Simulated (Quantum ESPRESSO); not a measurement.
# PbF2 (Fluorocronite): from Born charge to LO-TO splitting

Wanted: the LO mode of PbF2 (Fluorocronite) from the TO mode and the field response.

Program: Quantum ESPRESSO 7.5. Level of theory: DFT LDA, scalar-relativistic, plane waves, GBRV ultrasoft pseudopotentials. Results are calculated unless marked as measured.

The database entry behind the starting cell differs from later determinations by our own check (0.1 to 0.3 % short, probably kX units), so it need not match the best structure at ambient conditions.

### 1. The relaxed structure

The structure is cubic, space group Fm-3m (No. 225). Conventional cell: a = 5.805 Å, b = 5.805 Å, c = 5.805 Å, α = 90.00°, β = 90.00°, γ = 90.00°. Nearest to Pb lie 8 F at 2.51 Å. Nearest to F lie 4 Pb at 2.51 Å. Farther neighbours and most contacts between anions are not listed.

As a file:

```cif
data_structure
_symmetry_space_group_name_H-M 'P 1'
_symmetry_Int_Tables_number 1
_cell_length_a 4.1049
_cell_length_b 4.1049
_cell_length_c 4.1049
_cell_angle_alpha 60.000
_cell_angle_beta 60.000
_cell_angle_gamma 60.000
_cell_volume 48.91
loop_
_atom_site_label
_atom_site_type_symbol
_atom_site_fract_x
_atom_site_fract_y
_atom_site_fract_z
_atom_site_occupancy
Pb1 Pb 0.00000 0.00000 0.00000 1
F2 F 0.75000 0.75000 0.75000 1
F3 F 0.25000 0.25000 0.25000 1
```

This is the cell after its relaxation at this level of theory, not the database cell from which that began.

### 2. What the response run gave

A linear-response run on the relaxed cell, with the response to an electric field; only its zone-centre results are used. Cutoff 55 Ry, k mesh 8×8×8.

Output:

```text
[banners, grids, parts of the stress and lines that vanish by symmetry left out]
Program PHONON v.7.5
     Reading xml data from directory:

[...]
Exchange-correlation= PZ
                           (   1   1   0   0   0   0   0)
[...]
kinetic-energy cut-off    =      55.0000  Ry
     charge density cut-off    =     440.0000  Ry
     convergence threshold     =      1.0E-18
[...]
Exchange-correlation= PZ
                           (   1   1   0   0   0   0   0)
[...]
q = (   0.0000000   0.0000000   0.0000000 )
     49 Sym.Ops. (with q -> -q+G )
     G cutoff = 1341.2922  (  51445 G-vectors)     FFT grid: ( 54, 54, 54)
     G cutoff =  670.6461  (  18149 G-vectors)  smooth grid: ( 40, 40, 40)
     number of k points=    29
[...]
Mode symmetry, O_h (m-3m)  point group:
[...]
Dielectric constant
[...]
End of electric fields calculation
          Dielectric constant in cartesian axis
          (       3.458582210      -0.000000000      -0.000000000 )
          (      -0.000000000       3.458582210       0.000000000 )
          (      -0.000000000       0.000000000       3.458582210 )
          Effective charges (d Force / dE) in cartesian axis without acoustic sum rule applied (asr)
           atom    1  Pb    Mean Z*:        3.24363
      Ex  (        3.24363       -0.00000        0.00000 )
      Ey  (       -0.00000        3.24363        0.00000 )
      Ez  (        0.00000        0.00000        3.24363 )
           atom    2  F     Mean Z*:       -1.62102
      Ex  (       -1.62102       -0.00000       -0.00000 )
      Ey  (       -0.00000       -1.62102       -0.00000 )
      Ez  (        0.00000       -0.00000       -1.62102 )
           atom    3  F     Mean Z*:       -1.62102
      Ex  (       -1.62102       -0.00000       -0.00000 )
      Ey  (       -0.00000       -1.62102       -0.00000 )
      Ez  (       -0.00000       -0.00000       -1.62102 )
          Effective charges Sum: Mean:        0.00159
[...]
Effective charges (d Force / dE) in cartesian axis with asr applied:
           atom    1  Pb    Mean Z*:        3.24310
[...]
atom    2  F     Mean Z*:       -1.62155
[...]
atom    3  F     Mean Z*:       -1.62155
[...]
Representation #   1 modes #   1   2   3
[...]
End of self-consistent calculation
     Convergence has been achieved
     Representation #   2 modes #   4   5   6
[...]
End of self-consistent calculation
     Convergence has been achieved
     Representation #   3 modes #   7   8   9
[...]
End of self-consistent calculation
     Convergence has been achieved
[...]
Dielectric constant in cartesian axis
          (       3.458582210      -0.000000000      -0.000000000 )
          (      -0.000000000       3.458582210       0.000000000 )
          (      -0.000000000       0.000000000       3.458582210 )
          Effective charges (d Force / dE) in cartesian axis without acoustic sum rule applied (asr)
           atom    1  Pb    Mean Z*:        3.24363
      Ex  (        3.24363       -0.00000        0.00000 )
      Ey  (       -0.00000        3.24363        0.00000 )
      Ez  (        0.00000        0.00000        3.24363 )
           atom    2  F     Mean Z*:       -1.62102
      Ex  (       -1.62102       -0.00000       -0.00000 )
      Ey  (       -0.00000       -1.62102       -0.00000 )
      Ez  (        0.00000       -0.00000       -1.62102 )
           atom    3  F     Mean Z*:       -1.62102
      Ex  (       -1.62102       -0.00000       -0.00000 )
      Ey  (       -0.00000       -1.62102       -0.00000 )
      Ez  (       -0.00000       -0.00000       -1.62102 )
          Effective charges Sum: Mean:        0.00159
[...]
Effective charges (d Force / dE) in cartesian axis with asr applied:
           atom    1  Pb    Mean Z*:        3.24310
[...]
atom    2  F     Mean Z*:       -1.62155
[...]
atom    3  F     Mean Z*:       -1.62155
[...]
q = (    0.000000000   0.000000000   0.000000000 )
[...]
freq (    1) =      -0.210698 [THz] =      -7.028133 [cm-1]
     freq (    2) =      -0.210698 [THz] =      -7.028133 [cm-1]
     freq (    3) =      -0.210698 [THz] =      -7.028133 [cm-1]
     freq (    4) =       3.750279 [THz] =     125.095843 [cm-1]
     freq (    5) =       3.750279 [THz] =     125.095843 [cm-1]
     freq (    6) =       3.750279 [THz] =     125.095843 [cm-1]
     freq (    7) =       7.812436 [THz] =     260.594806 [cm-1]
     freq (    8) =       7.812436 [THz] =     260.594806 [cm-1]
     freq (    9) =       7.812436 [THz] =     260.594806 [cm-1]
[...]
Mode symmetry, O_h (m-3m)  point group:
     freq (   1-   3) =         -7.0  [cm-1]   --> T_1u G_15  G_4- I
     freq (   4-   6) =        125.1  [cm-1]   --> T_1u G_15  G_4- I
     freq (   7-   9) =        260.6  [cm-1]   --> T_2g G_25' G_5+ R

   JOB DONE.
```

| quantity | value |
| --- | --- |
| cell volume Ω (Å³) | 48.909 |
| mass of Pb (u) | 207.200 |
| mass of F (u) | 18.998 |
| Born charge of Pb, raw (e) | 3.244 |
| Born charge of F, raw (e) | -1.621 |
| ε∞ | 3.459 |
| ω(TO) after the sum rule (cm⁻¹) | 125.7 |

### 3. The calculation

The charges must sum to zero over the cell; taking off their mean, 0.001 e, leaves Z* = 3.243 e on Pb. In the polar mode Pb moves against the two F, so the reduced mass is μ = 207.20 × 38.00 / 245.20 = 32.109 u.

A longitudinal wave builds up a field that adds to the restoring force: ω(LO)² = ω(TO)² + 4π Z*² / (μ Ω ε∞), in Hartree atomic units. With μ = 58530 electron masses and Ω = 330.05 bohr³ the second term is 1.9781e-06 Ha², or 95284 cm⁻² (1 Ha = 219474.6 cm⁻¹).

So ω(LO) = √(15806 + 95284) = 333.3 cm⁻¹, and by the Lyddane-Sachs-Teller relation ε₀ = ε∞ (ω(LO)/ω(TO))² = 24.31.

### 4. Check against the program

The analysis program adds the same non-analytic term to the full matrix, here for q along (1 0 0).

Output:

```text
[banners, grids, parts of the stress and lines that vanish by symmetry left out]
[banner, memory and clock lines left out]
Program DYNMAT v.7.5

     Reading Dynamical Matrix from file g.dyn
     ...Force constants read
     ...epsilon and Z* read

     Polarizability (A^3 units)
     multiply by 0.549593 for Clausius-Mossotti correction
         9.568943   -0.000000   -0.000000
        -0.000000    9.568943    0.000000
        -0.000000    0.000000    9.568943

     IR activities are in (D/A)^2/amu units

# mode   [cm-1]    [THz]      IR
    1     -0.00   -0.0000    0.0000
    2     -0.00   -0.0000    0.0000
[...]
8    260.94    7.8229    0.0000
    9    333.31    9.9923    7.5573

[end of the log left out, with the tail of the file of modes that dynmat.x writes under the same name]
```

ε₀ comes from the program's run without a direction of q.

| quantity | by hand | program |
| --- | --- | --- |
| ω(LO) (cm⁻¹) | 333.3 | 333.3 |
| ε₀ | 24.31 | 24.31 |

### 5. Results

```yaml
to_mode: 125.7 cm⁻¹
lo_mode: 333.3 cm⁻¹
static_dielectric_constant: 24.31
```

**Reading.** The LO mode of PbF2 (Fluorocronite) lies at 333 cm⁻¹, 208 cm⁻¹ above the TO mode; the formula meets the program within 0.1 cm⁻¹, as it must for a cubic crystal with one polar mode. ω(LO)² − ω(TO)² goes with Z*²/ε∞: an error of 5 % in ε∞ would move the LO mode by 6.9 cm⁻¹, and semilocal functionals tend to overestimate ε∞. These are harmonic values at zero temperature, at the volume of this functional, for the structure held cubic; stability elsewhere in the zone is no part of this calculation.

[Host names and launcher messages were left out of these logs when they were recorded.]

[Logs are printed without paths, hosts, clocks, repeated set-up lines and the standing remarks that a program may print on its own settings, such as how far it seeks lower states.]

[Hosts, paths, dates, database ids (printed as entryN), source tags and the programs' standing remarks are cut or masked in the printed files.]
